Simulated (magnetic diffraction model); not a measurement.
# Moment size from magnetic intensity in TbTi2Ni3

Space group Amm2 (no. 38), a = 3.9480 Å, b = 15.0860 Å, c = 8.6710 Å.

| site | atom | x | y | z |
| --- | --- | --- | --- | --- |
| 2a | Tb | 0 | 0 | 0.0015 |
| 4e | Tb | 1/2 | 0.3349 | 0.0050 |
| 4e | Ni | 1/2 | 0.3525 | 0.6517 |
| 2b | Ni | 1/2 | 0 | 0.7006 |
| 4d | Ni | 0 | 0.4143 | 0.7965 |
| 4d | Ni | 0 | 0.4009 | 0.2281 |
| 4d | Ni | 0 | 0.1878 | 0.9852 |
| 4d | Ti | 0 | 0.2609 | 0.7319 |
| 2a | Ti | 0 | 0 | 0.5243 |
| 4e | Ti | 1/2 | 0.1279 | 0.8725 |
| 2b | Ti | 1/2 | 0 | 0.2474 |

The compound is invented for this exercise: a known structure type with other elements, its cell scaled to their sizes and not relaxed.

Only Tb is taken to order (form factors of Tb3+); orders and moment sizes are assumed, and not adapted to the symmetry. Radiation: neutrons of λ = 1.8 Å, 2° to 40°; isotropic B of 0.27 Å² (Tb), 0.32 Å² (Ni) and 0.34 Å² (Ti). Simulated constant-wavelength pattern: nuclear and magnetic terms add, the magnetic one as |2.695 fm × Σ f S⊥ exp(2πi Q·r) exp(−B s²)|², summed over all Q at one angle with the factor 1/(sin²θ cos θ). For a modulated order the moment at position r is S exp(−2πi k·r) + c.c., with S = m/2 for a sine wave of amplitude m and S = m(u + iv)/2 for moments turning in a plane, u and v being orthogonal unit vectors in it; the phase factor of the sum at Q = H + k is then exp(2πi H·r). Free-ion form factors, Sears's scattering lengths of 1992, no absorption; a label names one of the reflections at its angle. The strongest nuclear line in the range is 100, and lines under 0.2 are left out.

In a first state the assumed order is k = (1/5 0 0), moments turning in the plane of [010] and [001], 8.5 μB on Tb; signs + at (0, 0, 0.0015), − at (1/2, 0.3349, 0.0050), − at (1/2, 0.1651, 0.5050), with this pattern:

```
2θ (°)      index  nuclear  magnetic
  5.23  (1/5 0 0)      0.0     160.2
 13.71    (0 2 0)      4.1       0.0
 13.75    (0 1 1)      3.3       0.0
 14.68  (1/5 2 0)      0.0      85.3
 14.72  (1/5 1 1)      0.0     178.5
 21.02  (4/5 0 0)      0.0      82.5
 23.88    (0 3 1)     33.4       0.0
 23.96    (0 0 2)     13.6       0.0
 24.46  (1/5 3 1)      0.0      13.8
 24.54  (1/5 0 2)      0.0       6.8
 26.35    (1 0 0)     13.8       0.0
 27.61    (0 4 0)     39.9       0.0
 27.71    (0 2 2)     78.3       0.0
 28.12  (1/5 4 0)      0.0      21.3
 28.21  (1/5 2 2)      0.0      38.2
 29.82    (1 2 0)     13.1       0.0
```
(The table stops after 16 lines; 14 more lie at higher angle.)

**Question.** Nearer the ordering temperature the line at 14.72° has total intensity 16.1 on the same scale, and all moments have shrunk alike. How large is the Tb moment?

The nuclear part, 0.0, stays, so the magnetic part is 16.1 against 178.5. It goes as m², so m = 8.5 × √(16.1/178.5) = 2.55 μB; the value used was 2.55 μB.

[Logs are printed without paths, hosts, clocks, repeated set-up lines and the standing remarks that a program may print on its own settings, such as how far it seeks lower states.]
